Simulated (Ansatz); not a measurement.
# Relaxing a frame of liquid methanol from 298 K (108 atoms), part 2 of 2

How does a frame of liquid methanol from 298 K (108 atoms) relax, and what do bonds, charges and levels look like afterwards?

Ansatz 0.2.0; Kohn-Sham DFT, PBE+D3(BJ), PAW (set soft_2), plane waves.

The cell: 18 C, 18 O and 72 H. The network of contacts between molecules at the start is that of the classical potential that made the cell. Sampling is at Γ alone, for a cell whose shortest periodic width is 11 Å.

So far, density (g/cm³): step 4 (local order after relaxation) 0.791.

## Step 5: Single point at the relaxed geometry

One more single point at the end of the walk gives the fuller output and checks the residual forces.

File input.yaml:

```yaml
crystal:
  lattice:
    - [10.65831, 0.0, 0.0]
    - [0.0, 10.65831, 0.0]
    - [0.0, 0.0, 10.65831]
  atoms:
    - { symbol: C, position: [0.58468, 0.08079, 0.94824] }
    - { symbol: O, position: [0.45844, 0.09425, 0.9064] }
    - { symbol: H, position: [0.62931, 0.00994, 0.88805] }
    - { symbol: H, position: [0.59027, 0.04814, 0.04629] }
    - { symbol: H, position: [0.63871, 0.16864, 0.93867] }
    - { symbol: H, position: [0.41789, 0.1604, 0.95603] }
    - { symbol: C, position: [0.36077, 0.53732, 0.6283] }
    - { symbol: O, position: [0.27246, 0.43666, 0.62394] }
    - { symbol: H, position: [0.38191, 0.56495, 0.53153] }
    - { symbol: H, position: [0.44875, 0.50888, 0.67444] }
    - { symbol: H, position: [0.32187, 0.6197, 0.67711] }
    - { symbol: H, position: [0.24134, 0.4185, 0.70967] }
    - { symbol: C, position: [0.761, 0.54713, 0.33065] }
    - { symbol: O, position: [0.88521, 0.59644, 0.33085] }
    - { symbol: H, position: [0.74197, 0.51021, 0.23634] }
    - { symbol: H, position: [0.69014, 0.61968, 0.35143] }
    - { symbol: H, position: [0.74974, 0.46974, 0.3987] }
    - { symbol: H, position: [0.90036, 0.6311, 0.41532] }
    - { symbol: C, position: [0.43081, 0.48356, 0.26451] }
    - { symbol: O, position: [0.43533, 0.48712, 0.13009] }
    - { symbol: H, position: [0.46008, 0.57597, 0.29913] }
    - { symbol: H, position: [0.49581, 0.41246, 0.30195] }
    - { symbol: H, position: [0.3357, 0.4629, 0.29926] }
    - { symbol: H, position: [0.39462, 0.41032, 0.09682] }
    - { symbol: C, position: [0.63947, 0.27838, 0.65722] }
    - { symbol: O, position: [0.76312, 0.3245, 0.67515] }
    - { symbol: H, position: [0.57794, 0.29609, 0.73867] }
    - { symbol: H, position: [0.64516, 0.17622, 0.64465] }
    - { symbol: H, position: [0.59415, 0.31885, 0.57311] }
    - { symbol: H, position: [0.75677, 0.41633, 0.68795] }
    - { symbol: C, position: [0.87771, 0.92065, 0.19233] }
    - { symbol: O, position: [0.83695, 0.0038, 0.28968] }
    - { symbol: H, position: [0.97663, 0.94108, 0.17216] }
    - { symbol: H, position: [0.82302, 0.93603, 0.10607] }
    - { symbol: H, position: [0.86932, 0.82139, 0.22033] }
    - { symbol: H, position: [0.74276, 0.00465, 0.28716] }
    - { symbol: C, position: [0.19322, 0.83827, 0.32323] }
    - { symbol: O, position: [0.26366, 0.84675, 0.43704] }
    - { symbol: H, position: [0.23321, 0.7633, 0.26515] }
    - { symbol: H, position: [0.19784, 0.92642, 0.26927] }
    - { symbol: H, position: [0.09415, 0.81624, 0.3425] }
    - { symbol: H, position: [0.24761, 0.93091, 0.47602] }
    - { symbol: C, position: [0.22687, 0.22122, 0.11678] }
    - { symbol: O, position: [0.3128, 0.28106, 0.03159] }
    - { symbol: H, position: [0.19881, 0.12833, 0.08132] }
    - { symbol: H, position: [0.1426, 0.27902, 0.13116] }
    - { symbol: H, position: [0.27382, 0.21009, 0.20749] }
    - { symbol: H, position: [0.262, 0.31443, 0.95998] }
    - { symbol: C, position: [0.05513, 0.3114, 0.81936] }
    - { symbol: O, position: [0.16663, 0.38123, 0.85098] }
    - { symbol: H, position: [0.99362, 0.36518, 0.75663] }
    - { symbol: H, position: [0.00194, 0.28605, 0.90409] }
    - { symbol: H, position: [0.08432, 0.22522, 0.77134] }
    - { symbol: H, position: [0.13999, 0.46391, 0.89174] }
    - { symbol: C, position: [0.04138, 0.67911, 0.62122] }
    - { symbol: O, position: [0.91779, 0.69688, 0.56987] }
    - { symbol: H, position: [0.04273, 0.69853, 0.72266] }
    - { symbol: H, position: [0.11027, 0.73923, 0.5736] }
    - { symbol: H, position: [0.06811, 0.5809, 0.60632] }
    - { symbol: H, position: [0.90245, 0.78949, 0.55635] }
    - { symbol: C, position: [0.52537, 0.10877, 0.32172] }
    - { symbol: O, position: [0.58785, 0.99791, 0.28026] }
    - { symbol: H, position: [0.42489, 0.09114, 0.33793] }
    - { symbol: H, position: [0.53471, 0.18019, 0.24803] }
    - { symbol: H, position: [0.56655, 0.14625, 0.40894] }
    - { symbol: H, position: [0.55823, 0.92538, 0.33337] }
    - { symbol: C, position: [0.73666, 0.63347, 0.82852] }
    - { symbol: O, position: [0.74012, 0.57843, 0.70665] }
    - { symbol: H, position: [0.67461, 0.57626, 0.88753] }
    - { symbol: H, position: [0.69874, 0.72977, 0.82544] }
    - { symbol: H, position: [0.83027, 0.63638, 0.87244] }
    - { symbol: H, position: [0.80317, 0.62468, 0.65536] }
    - { symbol: C, position: [0.32157, 0.08816, 0.64393] }
    - { symbol: O, position: [0.23027, 0.06678, 0.5478] }
    - { symbol: H, position: [0.31775, 0.0102, 0.71081] }
    - { symbol: H, position: [0.30241, 0.17555, 0.69516] }
    - { symbol: H, position: [0.41741, 0.09389, 0.60561] }
    - { symbol: H, position: [0.21538, 0.14767, 0.50217] }
    [... 24 atom lines left out ...]
    - { symbol: C, position: [0.05482, 0.31326, 0.42148] }
    - { symbol: O, position: [0.18624, 0.28839, 0.43916] }
    - { symbol: H, position: [0.03935, 0.40536, 0.3774] }
    - { symbol: H, position: [0.00263, 0.30995, 0.5106] }
    - { symbol: H, position: [0.01717, 0.23994, 0.35974] }
    - { symbol: H, position: [0.21907, 0.34879, 0.50229] }
kpoints:
  mp_grid: { grid: [1, 1, 1] }
hamiltonian:
  xc: pbe
  dispersion: d3bj
scf:
  occupations: { method: fixed }
output:
  forces: true
  stress: true
  populations: intrinsic
  dos:
    method: { smearing: { sigma: 0.08 } }
    de: 0.1
    projected: { site_lists: { C: [C], H: [H], O: [O] } }
  eigenvalues: true
  write_density: true
  write_potential: true
  volumetric_format: npy
  elf: true
```

Launch:

```sh
$ ansatz run input.yaml --threads 4 --pin off --max-ram 8192MiB --backend cpu --events-out ev --progress --plain --runs-dir out
```

Wall time 13 s (4 threads of Intel Xeon Platinum 8488C (Sapphire Rapids), shared host); peak memory 1.2 GiB; 42 s of CPU time.

The program notes that the exchange-correlation potential is rough where the density is thin.

Read from the output:

| Item | Value |
| --- | --- |
| free energy | -15884.1345 eV |
| free energy per atom | -147.0753 eV/atom |
| SCF cycles | 9 |
| pressure | -0.26 GPa |
| r.m.s. force component | 0.00401 eV/Å |
| longest force | 0.02957 eV/Å |
| Fermi energy | -1.989 eV |
| gap (highest filled to lowest empty level) | 4.533 eV |

Intrinsic-atomic-orbital charges by element:

```tsv
element	coordination	atoms	mean charge (e)	spread	least	most
C	all	18	-0.307	0.0081	-0.321	-0.287
H	all	72	0.221	0.0863	0.141	0.374
O	all	18	-0.576	0.0211	-0.624	-0.546
```

Density of states as counts of states in windows of 1 eV (from the Fermi level), total and the larger projections:

```tsv
from (eV)	to (eV)	total	O p	C p	H s	C s
-18	-12	0.0	0.0	0.0	0.0	0.0
-12	-11	18.2	3.0	0.4	6.1	7.5
-11	-10	17.8	2.7	0.5	5.9	7.2
-10	-8	0.0	0.0	0.0	0.0	0.0
-8	-7	12.5	6.2	2.7	2.8	0.2
-7	-6	23.5	10.7	6.5	5.1	0.4
-6	-5	17.0	4.3	8.2	4.1	0.0
-5	-4	54.9	16.0	25.3	12.2	0.1
-4	-3	7.4	2.1	2.5	2.4	0.0
-3	-2	18.0	8.0	4.2	4.5	0.0
-2	-1	17.0	11.0	2.1	3.0	0.0
-1	0	28.0	21.7	2.0	3.9	0.0
0	1	1.6	1.3	0.1	0.2	0.0
1	4	0.0	0.0	0.0	0.0	0.0
4	5	2.0	0.0	0.2	0.9	0.3
```

The curve was stored every 0.100 eV, coarse against its broadening of 0.08 eV, so these counts are rough.

With fixed occupations the program's Fermi level is the highest filled level; weight inside the gap is the broadening of levels at its edges.

Between -21 and -18 eV lie 36 more states.

The levels nearest the highest filled one (over half full), pooled over k-points and spins:

```tsv
level less the highest filled one (eV)	occupation
-0.564	2
-0.526	2
-0.411	2
-0.198	2
-0.0421	2
0	2
4.53	0
5.15	0
5.32	0
5.34	0
5.47	0
5.67	0
```

ELF in the ac plane at fractional y = 0.296, with atoms of C and H and O within 0.2 Å of it. It is the smooth field of the valence electrons, not physical close to the nuclei.

Values in units of 1e-1, 13 rows by 16 columns, each cell a mean:
```
9.2 2.6 0.8 3.3 8.3 5.6 2.8 0.3 0.0 0.5 2.5 1.1 0.0 0.1 5.4 9.8
9.1 5.0 3.8 4.2 1.5 0.5 0.1 0.0 0.2 0.5 0.2 0.1 0.2 0.1 3.0 8.6
4.9 5.2 2.9 2.2 0.7 0.0 0.0 0.9 7.1 8.7 3.6 1.5 5.1 2.5 0.5 4.5
5.4 5.1 1.4 0.1 0.1 0.1 0.0 1.8 8.9 9.7 6.5 6.0 8.4 7.2 0.9 3.9
0.5 0.4 0.1 0.1 0.2 0.2 0.0 0.2 3.9 7.4 4.2 7.1 8.0 7.9 1.5 0.3
7.9 2.1 1.2 2.1 0.6 0.2 0.0 0.6 7.9 9.9 8.1 2.2 4.9 3.7 0.7 6.3
9.5 5.4 6.0 7.1 3.6 0.2 0.0 0.1 3.0 5.8 4.0 0.2 0.2 0.1 2.4 9.0
5.8 4.5 6.8 7.2 6.1 0.8 0.0 0.0 0.0 0.1 0.0 0.0 0.0 0.0 0.5 4.3
8.0 4.5 2.7 5.3 2.8 0.2 0.0 0.1 0.1 0.1 0.0 0.0 0.0 0.0 0.7 5.3
2.2 0.7 0.6 0.8 1.8 0.4 0.0 0.1 0.2 0.1 0.0 0.0 0.0 0.0 0.2 1.6
1.0 6.5 8.6 5.7 4.0 0.9 0.1 0.0 0.1 0.1 0.0 0.0 0.0 0.0 0.0 0.0
2.2 9.1 9.7 6.3 4.9 5.6 3.4 0.3 0.0 0.0 0.0 0.0 0.0 0.0 0.0 0.0
1.0 1.4 2.4 2.8 6.8 7.0 7.1 1.2 0.0 0.1 0.8 0.5 0.0 0.0 0.7 2.3
```
Columns run along a (10.7 Å), rows up along c (10.7 Å). Atoms in or near the plane, at fractional coordinates: C at (0.64, 0.66), H at (0.58, 0.74), O at (0.31, 0.03), H at (0.14, 0.13), H at (0.26, 0.96), C at (0.06, 0.82), H at (0.00, 0.90), C at (0.05, 0.42), O at (0.19, 0.44), H at (0.00, 0.51).

Electrostatic potential energy in the ac plane at fractional y = 0.296, with atoms of C and H and O within 0.2 Å of it. With pseudopotentials it is smooth inside the atoms' cores, unlike the true potential.

Values in eV, 13 rows by 16 columns, each cell a mean:
```
 -7   2   2  -4 -24  -6   3   4   4   4   4   4   4   4   3  -2
-29 -16  -1   2   2   3   4   4   4   4   4   4   4   4   3  -6
-30 -31  -3   3   3   4   4   4   2  -4   3   4   5   5   4   0
  0  -1   2   3   3   4   4   4  -2 -28 -16  -9 -17   2   4   3
  3   3   3   3   4   4   4   4   2 -19 -39 -22 -26   0   5   4
 -2   3   3   2   3   4   4   4   2 -16  -6   2   4   5   4   1
-25 -10 -15 -21   0   4   4   4   3   2   3   4   4   4   4  -6
-33 -34 -28 -30   0   4   4   3   3   3   4   4   4   4   4   0
 -4  -3   2   3   4   4   4   3   3   3   4   4   4   4   4   2
  3   3   3   4   3   3   3   3   3   3   4   4   4   4   4   4
  3   1  -5   0   1   3   3   3   3   3   4   4   4   4   4   4
  3  -1 -17  -5  -8  -7   3   3   4   4   4   4   4   4   4   3
  3   3   2  -1 -30 -36  -1   4   4   4   4   4   4   4   3   3
```
Columns run along a (10.7 Å; values clipped at the 3rd and 97th percentile), rows up along c (10.7 Å). Atoms in or near the plane, at fractional coordinates: C at (0.64, 0.66), H at (0.58, 0.74), O at (0.31, 0.03), H at (0.14, 0.13), H at (0.26, 0.96), C at (0.06, 0.82), H at (0.00, 0.90), C at (0.05, 0.42), O at (0.19, 0.44), H at (0.00, 0.51).

Mean intrinsic-atomic-orbital charges: C -0.31, H +0.22, O -0.58 e. The largest share in the top eV of filled states is O p (79 % of the projected weight), and in the lowest eV of empty states H s (53 % of the projected weight).

The surroundings of O8, picked at random, nearest first, numbered as they follow in the input and with coordinates relative to it.

```tsv
atom	x	y	z	distance (Å)	bonds	intrinsic-atomic-orbital charge (e)
O8	0.00	0.00	0.00	0.00	2	-0.57
H12	-0.33	-0.19	0.91	0.99	1	0.37
C7	0.94	1.07	0.05	1.43	4	-0.30
H108	-0.57	-0.94	-1.30	1.70	1	0.37
H9	1.17	1.37	-0.98	2.05	1	0.18
H11	0.53	1.95	0.57	2.10	1	0.16
H10	1.88	0.77	0.54	2.10	1	0.17
H59	-2.18	1.54	-0.19	2.67	1	0.18
O104	-0.92	-1.58	-1.97	2.69	2	-0.58
O50	-1.13	-0.59	2.42	2.73	2	-0.55
```

The column of bonds counts only the pairs H-C within 1.34 Å, H-O within 1.21 Å, C-O within 1.73 Å; other neighbours, such as metal atoms beside each other in a compound, aren't counted, and periodic images can show an atom twice.

## Step 6: Summary of results

| Property | Result |
| --- | --- |
| energy change in the relaxation | -52.91 meV/atom |
| r.m.s. displacement | 1.097 Å |
| largest displacement | 2.773 Å |
| free energy per atom | -147.0753 eV/atom |
| pressure | -0.26 GPa |
| r.m.s. force component | 0.00401 eV/Å |
| gap (highest filled to lowest empty level) | 4.533 eV |
| wall time of the 3 DFT runs | 5.2 min |

Relaxation lowers the energy by 52.9 meV/atom and moves atoms by 1.1 Å r.m.s.; the r.m.s. force component goes from 0.80 to 0.0040 eV/Å, the pressure goes from 2.2 to -0.26 GPa, and the gap from 4.03 to 4.53 eV. By the final cutoffs no bond was broken or made. From the first step to the last the energy fell by 5.715 eV, and the largest move was 2.77 Å (H22). The C-O bonds change most in mean length: from 1.410 Å (spread 0.023) to 1.432 Å (spread 0.006). By these cutoffs all C atoms have 4, all H atoms have 1 and all O atoms have 2 bonded neighbours. The highest filled and lowest empty levels differ by 4.53 eV (at Γ alone); a semilocal functional tends to put such gaps too low. In a disordered cell it changes from sample to sample and from frame to frame.

**Limits.** The network of contacts between molecules at the start is that of the classical potential that made the cell; in DFT atoms moved by 1.1 Å r.m.s.

[Logs are printed without paths, hosts, clocks, repeated set-up lines and the standing remarks that a program may print on its own settings, such as how far it seeks lower states.]

[Hosts, paths, dates, database ids (printed as entryN), source tags and the programs' standing remarks are cut or masked in the printed files.]
